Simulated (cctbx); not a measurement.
# YbV3C across an absorption edge

Space group Pm-3m (no. 221), a = 4.2510 Å, b = 4.2510 Å, c = 4.2510 Å, α = 90.00°, β = 90.00°, γ = 90.00°.

```
atom  mult.    x    y    z  Ueq (Å²)
 Yb1      1    0    0    0    0.0111
  V1      3  1/2    0  1/2    0.0059
  C1      1  1/2  1/2  1/2    0.0288
```

The model was made for the exercise: a known structure type with other elements put in, its volume estimated, not relaxed; displacement parameters are assumed.

Calculated with cctbx: free-atom f′ and f″ from the Sasaki tables, no fine structure; amplitudes in electrons.

```csv
E (eV),F 2 2 2,F 1 2 3,F 1 1 1,F 0 0 2
8344,65.8,21.1,95.9,96.2
8694,64.3,19.4,94.3,94.5
8824,62.9,18.0,92.8,93.0
8884,61.7,16.9,91.4,91.7
8914,60.5,15.6,90.0,90.3
8929,59.2,14.4,88.6,89.0
8936,58.1,13.3,87.4,87.7
8940,56.8,12.1,86.0,86.3
8948,57.8,13.9,86.7,87.0
8952,59.1,15.0,88.2,88.5
8959,60.3,16.1,89.5,89.8
8974,61.6,17.2,91.0,91.3
9004,62.9,18.4,92.4,92.7
9094,64.5,19.8,94.2,94.5
9344,66.0,21.2,96.0,96.2
```

**Question.** Which edge is crossed, and why do the reflections move as they do?

The L3 edge of Yb. The edge is at 8944 eV. f′ of Yb falls from -12.1 e at 8824 eV to -19.2 e at 4 eV below it, and f″ steps from 3.74 to 10.53 e across it. Over that approach |F| changes by -10 % (2 2 2), -33 % (1 2 3), -7 % (1 1 1) and -7 % (0 0 2): a reflection falls where Yb scatters in phase with the total and rises where it scatters against it; it hardly moves where the Yb term is small or cancels by symmetry. Above the edge the larger f″ enters the imaginary part, where it can add to or cancel the other atoms' f″. The structure is centrosymmetric, so Friedel mates stay equal.

[Logs are printed without paths, hosts, clocks, repeated set-up lines and the standing remarks that a program may print on its own settings, such as how far it seeks lower states.]
